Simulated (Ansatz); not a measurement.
# W(100) with 4 thermally displaced layers, 2x2: scattering by thermal displacements, part 2 of 2

Wanted: the phonon-limited resistivity of W at 300 K by the Landauer route. The measured value for the pure metal at this temperature is 5.44 µΩ cm (CRC Handbook of Chemistry and Physics, 84th ed., 2003, Electrical Resistivity of Pure Metals).

Ansatz 0.2.0; Ansatz plane-wave DFT, PBE, PAW files; ballistic transport by layer matching (Landauer), zero bias; PAW set soft_1.

So far. Step 2 (With 4 displaced layers): Over the solved energies the transmission per spin lies between 4.93 and 5.27, out of 5.49 channels of the lead on average (up to 5.66).

### 3. With 8 displaced layers

Each atom of 8 layers is moved at random, by amounts drawn from a normal law 0.0394 Å wide in each direction from the Debye model (400 K) at 300 K. A fresh draw is used; the growth of the resistance with length is what counts.

System of this step: W(100) with 8 thermally displaced layers, 2x2. The cell holds 72 atoms: 72 W. Cell: a = 6.330 Å, b = 6.330 Å, c = 28.483 Å, α = 90.0°, β = 90.0°, γ = 90.0°. It derives from W. Regions: lead, 40 atoms (40 W); scattering region, 32 atoms (32 W). The structure is stacked along c, and the current runs across the ab planes.

input.yaml reads:

```yaml
crystal:
  lattice:
    - [6.3296, 0.0, 0.0]
    - [0.0, 6.3296, 0.0]
    - [0.0, 0.0, 28.4832]
  atoms:
    - { symbol: W, position: [0.0, 0.0, 0.0277777778] }
    - { symbol: W, position: [0.0, 0.5, 0.0277777778] }
    - { symbol: W, position: [0.5, 0.0, 0.0277777778] }
    - { symbol: W, position: [0.5, 0.5, 0.0277777778] }
    - { symbol: W, position: [0.25, 0.25, 0.0833333333] }
    - { symbol: W, position: [0.25, 0.75, 0.0833333333] }
    - { symbol: W, position: [0.75, 0.25, 0.0833333333] }
    - { symbol: W, position: [0.75, 0.75, 0.0833333333] }
    - { symbol: W, position: [0.0, 0.0, 0.1388888889] }
    - { symbol: W, position: [0.0, 0.5, 0.1388888889] }
    - { symbol: W, position: [0.5, 0.0, 0.1388888889] }
    - { symbol: W, position: [0.5, 0.5, 0.1388888889] }
    - { symbol: W, position: [0.25, 0.25, 0.1944444444] }
    - { symbol: W, position: [0.25, 0.75, 0.1944444444] }
    - { symbol: W, position: [0.75, 0.25, 0.1944444444] }
    - { symbol: W, position: [0.75, 0.75, 0.1944444444] }
    - { symbol: W, position: [0.0, 0.0, 0.25] }
    - { symbol: W, position: [0.0, 0.5, 0.25] }
    - { symbol: W, position: [0.5, 0.0, 0.25] }
    - { symbol: W, position: [0.5, 0.5, 0.25] }
    - { symbol: W, position: [0.2478332342, 0.2534369691, 0.3050290991] }
    - { symbol: W, position: [0.2527358947, 0.7561050265, 0.3048019534] }
    - { symbol: W, position: [0.7576744515, 0.2601079643, 0.3070500442] }
    - { symbol: W, position: [0.7572637961, 0.7568358299, 0.3086781132] }
    - { symbol: W, position: [0.0011583859, 1.29891e-05, 0.3619464204] }
    - { symbol: W, position: [0.9943396358, 0.4903197607, 0.3598895218] }
    - { symbol: W, position: [0.5023220292, 0.0029483248, 0.35898324] }
    - { symbol: W, position: [0.4882612334, 0.4980296302, 0.3608506511] }
    - { symbol: W, position: [0.2496933537, 0.2541842946, 0.4183686135] }
    - { symbol: W, position: [0.2514390717, 0.7538185831, 0.4151498021] }
    - { symbol: W, position: [0.7426686109, 0.2514723653, 0.4175872313] }
    - { symbol: W, position: [0.7545263428, 0.7536942893, 0.4177527546] }
    - { symbol: W, position: [0.0050472872, 0.9890794312, 0.4712053958] }
    - { symbol: W, position: [0.0028368022, 0.5037187831, 0.4701279601] }
    - { symbol: W, position: [0.5073111542, 0.9972649616, 0.4719003118] }
    - { symbol: W, position: [0.5017065862, 0.504672133, 0.4702373418] }
    - { symbol: W, position: [0.2561696717, 0.2504817348, 0.5267101939] }
    - { symbol: W, position: [0.2482843486, 0.7363766708, 0.5268808201] }
    - { symbol: W, position: [0.7511337595, 0.2455808132, 0.5273234769] }
    - { symbol: W, position: [0.7490852974, 0.7503015359, 0.5291913691] }
    - { symbol: W, position: [0.999844836, 0.9983797389, 0.584079362] }
    - { symbol: W, position: [0.012942603, 0.4978638107, 0.5840436593] }
    - { symbol: W, position: [0.4901693807, 0.008385847, 0.5842465856] }
    - { symbol: W, position: [0.5083067298, 0.4996319045, 0.5818890241] }
    - { symbol: W, position: [0.2555226486, 0.2546964292, 0.6376880319] }
    - { symbol: W, position: [0.2408198701, 0.7527992347, 0.6386515094] }
    - { symbol: W, position: [0.7662804335, 0.2461716832, 0.6381568252] }
    - { symbol: W, position: [0.7493096571, 0.7396224609, 0.6376574951] }
    - { symbol: W, position: [0.0102485595, 0.9991811847, 0.6936018206] }
    - { symbol: W, position: [0.9920728424, 0.5036178854, 0.6953561928] }
    - { symbol: W, position: [0.5015983626, 0.9975742866, 0.6948676174] }
    - { symbol: W, position: [0.5023782706, 0.4957563578, 0.6953063808] }
    - { symbol: W, position: [0.25, 0.25, 0.75] }
    - { symbol: W, position: [0.25, 0.75, 0.75] }
    - { symbol: W, position: [0.75, 0.25, 0.75] }
    - { symbol: W, position: [0.75, 0.75, 0.75] }
    - { symbol: W, position: [0.0, 0.0, 0.8055555556] }
    - { symbol: W, position: [0.0, 0.5, 0.8055555556] }
    - { symbol: W, position: [0.5, 0.0, 0.8055555556] }
    - { symbol: W, position: [0.5, 0.5, 0.8055555556] }
    - { symbol: W, position: [0.25, 0.25, 0.8611111111] }
    - { symbol: W, position: [0.25, 0.75, 0.8611111111] }
    - { symbol: W, position: [0.75, 0.25, 0.8611111111] }
    - { symbol: W, position: [0.75, 0.75, 0.8611111111] }
    - { symbol: W, position: [0.0, 0.0, 0.9166666667] }
    - { symbol: W, position: [0.0, 0.5, 0.9166666667] }
    - { symbol: W, position: [0.5, 0.0, 0.9166666667] }
    - { symbol: W, position: [0.5, 0.5, 0.9166666667] }
    - { symbol: W, position: [0.25, 0.25, 0.9722222222] }
    - { symbol: W, position: [0.25, 0.75, 0.9722222222] }
    - { symbol: W, position: [0.75, 0.25, 0.9722222222] }
    - { symbol: W, position: [0.75, 0.75, 0.9722222222] }
kpoints:
  mp_grid: { grid: [4, 4, 1] }
hamiltonian:
  xc: pbe
  pseudopotentials: { kind: paw, azcp: { folder: soft_1 } }
scf:
  occupations: { method: fermi_dirac, width: 0.1 }
output:
  transmission: { leads: [[0, 4]], kmesh: [8, 8], e_range: [-0.05, 0.05], de: 0.05 }
  write_potential: true
  write_density: true
  volumetric_format: npy
```

Started as:

```bash
$ ansatz run input.yaml --threads 4 --pin off --max-ram 15360MiB --backend cpu --events-out ev --progress --plain --runs-dir out
```

Numbers of over 12 decimals in the logs are rounded to 6 here.

Output:

```text
[...]
Crystal: 72 atoms, lattice volume = 1141.146 Å³
Basis set: ecut = 420 eV, 22299 PW (Γ)
Bands: 605, of which v1, the nominal top of the filled ones, is band 504 counted from 1 (503 counted from 0)
Symmetry: 1 space group operations
[...]
k-points: 10 of 16 (time reversal used)
[...]
SCF iter   1: F=—  HF=-747799.009392 eV  |F-HF|=—  |Δ(HF+E_count)|=         —  Δρ=6.30e-2  dr2=3.93e1  ethr=3.10e-3  ⟨swp⟩=5.1  Hψ=21900  notcnv=0
[...]
SCF iter   8: F=-747785.315489 eV  HF=-747785.315489 eV  |F-HF|=5.12e-9  |Δ(HF+E_count)|=   6.17e-9  Δρ=5.01e-7  dr2=6.82e-9  ethr=9.92e-12  ⟨swp⟩=6.2  Hψ=11166  notcnv=0
SCF 1 converged in 8 iterations: F = -747785.315489 eV  dr2 = 6.82e-9
[...]
transmission: 123 of 1224 steps passed
transmission: 249 of 1224 steps passed
[...]
transmission: 1224 of 1224 steps passed
SCF converged after 8 iterations
Free energy (F): -747785.315489 eV
[...]
Internal energy: -747784.081645 eV  (E = F + TS)
E sigma→0 (E₀):  -747784.698567 eV
Entropy (-TS):   -1.233844 eV (-17.137 meV/atom)
Fermi energy:    22.424768 eV
[...]
--- Band table (eV; the first three rows and the last of 10) ---
  k-point 0: bands = [... 500 lower, 22.3246, 22.3395, 22.3788, 22.3959, 22.4107, 22.4301, 22.4642, 22.4680, ... 97 higher]
  k-point 1: bands = [... 500 lower, 22.3106, 22.3186, 22.3315, 22.3474, 22.3741, 22.4040, 22.4413, 22.4549, ... 97 higher]
  k-point 2: bands = [... 500 lower, 22.4596, 22.4888, 22.4990, 22.5069, 22.5634, 22.5967, 22.5998, 22.6113, ... 97 higher]
  k-point 9: bands = [... 500 lower, 21.7215, 21.7257, 21.7580, 21.7613, 22.5156, 22.5218, 22.5380, 22.5644, ... 97 higher]
--- Transmission ---
  basis      : 349 plane waves across, 36 finite elements along
  points     : 34, standing for a mesh of 8 x 8
[...]
channels       : 5.281250e0 a spin
[...]
slowest decay  : 0.0385 /Å at (0.5000, 0.5000)
  junction   : crystal 0 to crystal 0, 0.70 to 27.60 Å
    transmission   : 4.484027e0 a spin
[...]
```

The job ended after 8.5 min (4 threads of Intel Xeon Gold 6455B (Sapphire Rapids), shared host; peak memory 8.2 GiB; 28 min of CPU time).

This step gave:

```
free energy                                    : -747785.3155 eV
energy at zero smearing                        : -747784.6986 eV
Fermi energy                                   : 22.42 eV
transmission per spin nearest the Fermi level  : 4.484
open channels per spin nearest the Fermi level : 5.281
step of the lead's potential                   : 4.9 meV
```

Per spin. Transmission, zone mean against energy, zero at the Fermi level:

```tsv
energy (eV)	transmission, zone mean
-0.0500	4.25
0.0000	4.48
0.0500	4.82
```

Over the solved energies the transmission per spin lies between 4.25 and 4.82, out of 5.20 channels of the lead on average (up to 5.66).

### 4. With 12 displaced layers

Each atom of 12 layers is moved at random, by amounts drawn from a normal law 0.0394 Å wide in each direction from the Debye model (400 K) at 300 K. A fresh draw is used; the growth of the resistance with length is what counts.

System of this step: W(100) with 12 thermally displaced layers, 2x2. The cell holds 88 atoms: 88 W. Cell: a = 6.330 Å, b = 6.330 Å, c = 34.813 Å, α = 90.0°, β = 90.0°, γ = 90.0°. It derives from W. Regions: lead, 40 atoms (40 W); scattering region, 48 atoms (48 W). The structure is stacked along c, and the current runs across the ab planes.

input.yaml reads:

```yaml
crystal:
  lattice:
    - [6.3296, 0.0, 0.0]
    - [0.0, 6.3296, 0.0]
    - [0.0, 0.0, 34.8128]
  atoms:
    - { symbol: W, position: [0.0, 0.0, 0.0227272727] }
    - { symbol: W, position: [0.0, 0.5, 0.0227272727] }
    - { symbol: W, position: [0.5, 0.0, 0.0227272727] }
    - { symbol: W, position: [0.5, 0.5, 0.0227272727] }
    - { symbol: W, position: [0.25, 0.25, 0.0681818182] }
    - { symbol: W, position: [0.25, 0.75, 0.0681818182] }
    - { symbol: W, position: [0.75, 0.25, 0.0681818182] }
    - { symbol: W, position: [0.75, 0.75, 0.0681818182] }
    - { symbol: W, position: [0.0, 0.0, 0.1136363636] }
    - { symbol: W, position: [0.0, 0.5, 0.1136363636] }
    - { symbol: W, position: [0.5, 0.0, 0.1136363636] }
    - { symbol: W, position: [0.5, 0.5, 0.1136363636] }
    - { symbol: W, position: [0.25, 0.25, 0.1590909091] }
    - { symbol: W, position: [0.25, 0.75, 0.1590909091] }
    - { symbol: W, position: [0.75, 0.25, 0.1590909091] }
    - { symbol: W, position: [0.75, 0.75, 0.1590909091] }
    - { symbol: W, position: [0.0, 0.0, 0.2045454545] }
    - { symbol: W, position: [0.0, 0.5, 0.2045454545] }
    - { symbol: W, position: [0.5, 0.0, 0.2045454545] }
    - { symbol: W, position: [0.5, 0.5, 0.2045454545] }
    - { symbol: W, position: [0.2368159534, 0.2419660933, 0.2496556042] }
    - { symbol: W, position: [0.2493237749, 0.7427436046, 0.2503725043] }
    - { symbol: W, position: [0.756579107, 0.2528111846, 0.2502544341] }
    - { symbol: W, position: [0.7551620291, 0.7525207338, 0.2487054627] }
    - { symbol: W, position: [0.9987375148, 0.0080482542, 0.294165559] }
    - { symbol: W, position: [0.0003882679, 0.4975747693, 0.2944369292] }
    - { symbol: W, position: [0.4936956083, 0.0006296187, 0.2958118965] }
    - { symbol: W, position: [0.5019259728, 0.4909874691, 0.2951273473] }
    - { symbol: W, position: [0.2521547106, 0.2559010188, 0.34167117] }
    - { symbol: W, position: [0.2551831064, 0.7568379508, 0.3418427505] }
    - { symbol: W, position: [0.7449192106, 0.2503617417, 0.3401009698] }
    - { symbol: W, position: [0.7351573601, 0.739523787, 0.3432762313] }
    - { symbol: W, position: [0.9930364093, 0.9860259957, 0.3857008907] }
    - { symbol: W, position: [0.009475282, 0.4997197992, 0.3868260721] }
    - { symbol: W, position: [0.4983152375, 0.9994812716, 0.3877989883] }
    - { symbol: W, position: [0.5049610527, 0.4994624335, 0.3873740107] }
    - { symbol: W, position: [0.2566966598, 0.2486340386, 0.4321241242] }
    - { symbol: W, position: [0.2515838414, 0.7458348159, 0.4331223462] }
    - { symbol: W, position: [0.7489588436, 0.2461391314, 0.4299191877] }
    - { symbol: W, position: [0.7421133291, 0.7595072657, 0.430526274] }
    - { symbol: W, position: [0.002677218, 0.9977117466, 0.4778521585] }
    - { symbol: W, position: [0.0037538424, 0.4951617723, 0.476941989] }
    - { symbol: W, position: [0.5006192414, 0.0007139237, 0.4772404202] }
    - { symbol: W, position: [0.4980475488, 0.5039228189, 0.4787652536] }
    - { symbol: W, position: [0.2533687199, 0.2453870493, 0.5231759576] }
    - { symbol: W, position: [0.2503808342, 0.75287712, 0.5248178294] }
    - { symbol: W, position: [0.748666527, 0.2499283135, 0.5217225556] }
    - { symbol: W, position: [0.7481991156, 0.7464527465, 0.524540185] }
    - { symbol: W, position: [0.0018945337, 0.9964354973, 0.5703682722] }
    - { symbol: W, position: [0.9917223088, 0.505367849, 0.5693334153] }
    - { symbol: W, position: [0.5035771435, 0.998372358, 0.5680351892] }
    - { symbol: W, position: [0.4978594064, 0.5048992411, 0.5655427077] }
    - { symbol: W, position: [0.2468136611, 0.2509469987, 0.6129777932] }
    - { symbol: W, position: [0.2386717874, 0.7484865594, 0.6127806165] }
    - { symbol: W, position: [0.7549877003, 0.2587093776, 0.6137149846] }
    - { symbol: W, position: [0.7379454749, 0.7487772289, 0.6125891521] }
    - { symbol: W, position: [0.0042506904, 0.0105420808, 0.659450614] }
    - { symbol: W, position: [0.0126847773, 0.5094395318, 0.659880209] }
    - { symbol: W, position: [0.494638467, 0.0013019029, 0.6575733542] }
    - { symbol: W, position: [0.5071733204, 0.5014879115, 0.660789409] }
    - { symbol: W, position: [0.2526191185, 0.2387547614, 0.70543804] }
    - { symbol: W, position: [0.2566967671, 0.7612760069, 0.7036096611] }
    - { symbol: W, position: [0.7451656818, 0.2513207291, 0.7035159219] }
    - { symbol: W, position: [0.7423231728, 0.7440629061, 0.707638704] }
    - { symbol: W, position: [0.9968874018, 0.9944466421, 0.7496240121] }
    - { symbol: W, position: [0.0007015959, 0.5087087913, 0.7511899379] }
    - { symbol: W, position: [0.5055604613, 0.0009172158, 0.7502935811] }
    - { symbol: W, position: [0.4966581188, 0.4912479493, 0.7524242881] }
    - { symbol: W, position: [0.25, 0.25, 0.7954545455] }
    - { symbol: W, position: [0.25, 0.75, 0.7954545455] }
    - { symbol: W, position: [0.75, 0.25, 0.7954545455] }
    - { symbol: W, position: [0.75, 0.75, 0.7954545455] }
    - { symbol: W, position: [0.0, 0.0, 0.8409090909] }
    - { symbol: W, position: [0.0, 0.5, 0.8409090909] }
    - { symbol: W, position: [0.5, 0.0, 0.8409090909] }
    - { symbol: W, position: [0.5, 0.5, 0.8409090909] }
    - { symbol: W, position: [0.25, 0.25, 0.8863636364] }
    - { symbol: W, position: [0.25, 0.75, 0.8863636364] }
    - { symbol: W, position: [0.75, 0.25, 0.8863636364] }
    - { symbol: W, position: [0.75, 0.75, 0.8863636364] }
    - { symbol: W, position: [0.0, 0.0, 0.9318181818] }
    - { symbol: W, position: [0.0, 0.5, 0.9318181818] }
    - { symbol: W, position: [0.5, 0.0, 0.9318181818] }
    - { symbol: W, position: [0.5, 0.5, 0.9318181818] }
    - { symbol: W, position: [0.25, 0.25, 0.9772727273] }
    - { symbol: W, position: [0.25, 0.75, 0.9772727273] }
    - { symbol: W, position: [0.75, 0.25, 0.9772727273] }
    - { symbol: W, position: [0.75, 0.75, 0.9772727273] }
kpoints:
  mp_grid: { grid: [4, 4, 1] }
hamiltonian:
  xc: pbe
  pseudopotentials: { kind: paw, azcp: { folder: soft_1 } }
scf:
  occupations: { method: fermi_dirac, width: 0.1 }
output:
  transmission: { leads: [[0, 4]], kmesh: [8, 8], e_range: [-0.05, 0.05], de: 0.05 }
  write_potential: true
  write_density: true
  volumetric_format: npy
```

Output:

```text
[...]
Crystal: 88 atoms, lattice volume = 1394.734 Å³
Basis set: ecut = 420 eV, 27305 PW (Γ)
Bands: 740, of which v1, the nominal top of the filled ones, is band 616 counted from 1 (615 counted from 0)
Symmetry: 1 space group operations
[...]
k-points: 10 of 16 (time reversal used)
[...]
SCF iter   1: F=—  HF=-913975.852664 eV  |F-HF|=—  |Δ(HF+E_count)|=         —  Δρ=6.29e-2  dr2=4.86e1  ethr=3.10e-3  ⟨swp⟩=4.8  Hψ=27084  notcnv=0
[...]
SCF iter   8: F=-913959.026364 eV  HF=-913959.026364 eV  |F-HF|=2.61e-8  |Δ(HF+E_count)|=   7.10e-9  Δρ=4.40e-7  dr2=2.79e-8  ethr=8.12e-12  ⟨swp⟩=6.7  Hψ=15979  notcnv=0
SCF 1 converged in 8 iterations: F = -913959.026364 eV  dr2 = 2.79e-8
[...]
transmission: 182 of 1802 steps passed
transmission: 362 of 1802 steps passed
[...]
transmission: 1802 of 1802 steps passed
SCF converged after 8 iterations
Free energy (F): -913959.026364 eV
[...]
Internal energy: -913957.542194 eV  (E = F + TS)
E sigma→0 (E₀):  -913958.284279 eV
Entropy (-TS):   -1.484170 eV (-16.866 meV/atom)
Fermi energy:    22.422260 eV
[...]
--- Band table (eV; the first three rows and the last of 10) ---
  k-point 0: bands = [... 612 lower, 22.2278, 22.2356, 22.2436, 22.2571, 22.2700, 22.3009, 22.4351, 22.5027, ... 120 higher]
  k-point 1: bands = [... 612 lower, 22.3633, 22.3675, 22.3733, 22.3798, 22.3913, 22.4023, 22.4430, 22.4674, ... 120 higher]
  k-point 2: bands = [... 612 lower, 22.4366, 22.4536, 22.4646, 22.4803, 22.4988, 22.5228, 22.5345, 22.5520, ... 120 higher]
  k-point 9: bands = [... 612 lower, 21.7155, 21.7254, 21.7523, 21.7644, 22.5083, 22.5294, 22.5525, 22.5573, ... 120 higher]
--- Transmission ---
  basis      : 349 plane waves across, 53 finite elements along
  points     : 34, standing for a mesh of 8 x 8
[...]
channels       : 5.281250e0 a spin
[...]
slowest decay  : 0.0386 /Å at (0.5000, 0.5000)
  junction   : crystal 0 to crystal 0, 0.70 to 33.93 Å
    transmission   : 4.175033e0 a spin
[...]
```

The job ended after 11 min (4 threads; peak memory 8.4 GiB).

Numbers from this step:

* free energy: -913959.0264 eV
* energy at zero smearing: -913958.2843 eV
* transmission per spin nearest the Fermi level: 4.175
* step of the lead's potential: 3.9 meV

Per spin. Table of transmission, zone mean by energy, zero at the Fermi level:

```tsv
energy (eV)	transmission, zone mean
-0.0500	4.02
0.0000	4.18
0.0500	4.52
```

Over the solved energies the transmission per spin lies between 4.02 and 4.52, out of 5.20 channels of the lead on average (up to 5.66).

### 5. The fit

This step: Ansatz plane-wave DFT, PBE, PAW files; ballistic transport by layer matching (Landauer), zero bias; resistivity from the slope of the area resistance; PAW set soft_1 (Ansatz 0.2.0).

Numbers from this step:

| Quantity | Value |
| --- | --- |
| resistivity | 12.72 µΩ cm |
| intercept | -0.01523 fΩ m² |
| scatter about the fit | 0.002579 fΩ m² |

Resistance, by row:

```tsv
run	length (Å)	T	channels N	RA (fΩ m²)
n4	6.33	5.143	5.49	0.06349
n8	12.66	4.519	5.198	0.1495
n12	18.99	4.241	5.198	0.2246
```

Area resistance against length of the displaced region:

```tsv
length of the displaced region (Å)	area resistance (fΩ m²)
6.33	0.0635
12.66	0.149
18.99	0.225
```

The area resistance goes from 0.063 to 0.22 fΩ m² between 6.3 and 19.0 Å, a slope of 13 µΩ cm.

By hand from the end points: (0.2246 − 0.06349) fΩ m² / (18.99 − 6.33) Å = 13 µΩ cm, since 1 fΩ m² per Å is 1000 µΩ cm.

### 6. Summary of results

| Item | Value |
| --- | --- |
| resistivity from the slope | 12.7 µΩ cm |
| area resistance over 6.33 Å | 0.0635 fΩ m² |
| area resistance over 12.7 Å | 0.149 fΩ m² |
| area resistance over 19.0 Å | 0.225 fΩ m² |

In words: The slope gives 13 µΩ cm. The points scatter by 0.0026 fΩ m² about the line, with one random draw a length in a 2x2 cell, so the slope is a rough value. The mean square of the displacements drawn is 0.78, 0.91 and 1.0 of the nominal one at the three lengths; with each resistance scaled back by that, the slope is 11 µΩ cm, the value used below. The lead's own channel count moves between the runs (5.49, 5.20 and 5.20), which shifts RA and the slope too. Read with a model of isotropic scattering on a spherical Fermi surface and the lead's 1.1×10¹⁵ S/m², this slope means a mean free path near 73 Å; over these lengths the model's slope is 1.13 times its bulk resistivity, which would be 9.6 µΩ cm. Uncorrelated displacements put too much weight on short waves, which scatter strongly; with the sideways repeat of a small cell, one draw and three short lengths, the method is good to a factor of two or three. The measured value is 5.44 µΩ cm (CRC Handbook of Chemistry and Physics, 84th ed., 2003, Electrical Resistivity of Pure Metals); the scaled slope is 2.0 times that and the corrected value 1.8: clearly high. Spin-orbit coupling is left out, which matters for W.

[Logs are printed without paths, hosts, clocks, repeated set-up lines and the standing remarks that a program may print on its own settings, such as how far it seeks lower states.]

[Hosts, paths, dates, database ids (printed as entryN), source tags and the programs' standing remarks are cut or masked in the printed files.]
